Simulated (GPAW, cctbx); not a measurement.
# ZrTi3C4: what bonding does to one electron reflection, worked out

ZrTi3C4, Pm-3m (no. 221), a = 4.4420 Å, b = 4.4420 Å, c = 4.4420 Å, α = 90.00°, β = 90.00°, γ = 90.00°.

```
atom  mult.    x    y    z
 Zr1      1    0    0    0
 Ti1      3    0  1/2  1/2
  C1      3  1/2    0    0
  C2      1  1/2  1/2  1/2
```

The cell is our own: ordered rocksalt alloy in the eight-atom cube, 1 of 4 Ti sites given to Zr.

A DFT run (GPAW, PBE, 600 eV, 7×7×7 k-points, Fermi–Dirac width 0.1 eV) gives the static X-ray structure factor of 111 as 64.137 e for the conventional cell; superposed free atoms give 65.496 e. **Problem.** Find the Fourier component V of the crystal potential and the two-beam extinction distance at 300 kV in both cases.

**1. Geometry**

The cell volume is Ω = 87.65 Å³ and d(111) = 2.5646 Å, so g = 1/d = 0.3899 Å⁻¹.

**2. The nuclei**

Electrons feel nuclei as well as electrons, so the nuclear charges are summed with the same phases.

Phase sums Σ exp(2πi h·x), turned so that the total is real and positive: Zr +1.000, Ti +3.000, C -4.000. Then F_Z = 40 × (+1.000) + 22 × (+3.000) + 6 × (-4.000) = 82.00 e. The electron term has the same sign for this reflection.

**3. Mott–Bethe**

Poisson's equation, term by term, gives V = (e/4πε₀)(F_Z − F)/(πΩg²), with e/4πε₀ = 14.3996 V Å.

The prefactor is 14.3996 × 2.5646²/(π × 87.65) = 0.34396 V per electron. Free atoms: (82.00 − 65.496) × 0.34396 = 5.677 V. Crystal: (82.00 − 64.137) × 0.34396 = 6.144 V. F changes by -2.07 % and V by +8.2 %: the same 1.36 e is measured against F_Z − F = 16.5 e in place of F = 65.5 e.

**4. Extinction distance**

In the two-beam case ξ = 1/(λU) with U = 2γm₀eV/h², that is ξ = 150.41 V Å²/(γλV).

At 300 kV, λ = 0.01969 Å and γ = 1.5871. Free atoms: ξ = 848 Å. Crystal: ξ = 783 Å. The thickness fringes go as sin²(πt/ξ), so the two patterns slip by a quarter of a period when t|1/ξ₁ − 1/ξ₀| = 1/4, at t ≈ 257 nm. Thermal motion, absorption and many-beam coupling, left out here, change a real pattern.

**5. Answer**

V(111) is 6.14 V against 5.68 V, and ξ is 783 against 848 Å. Limits: static atoms, two beams.

[Outputs are excerpts: Python notices, other lines and further rows are left out; steps that failed or that the build refused (PBEsol, TPSS) are not shown.]

[Logs are printed without paths, hosts, clocks, repeated set-up lines and the standing remarks that a program may print on its own settings, such as how far it seeks lower states.]
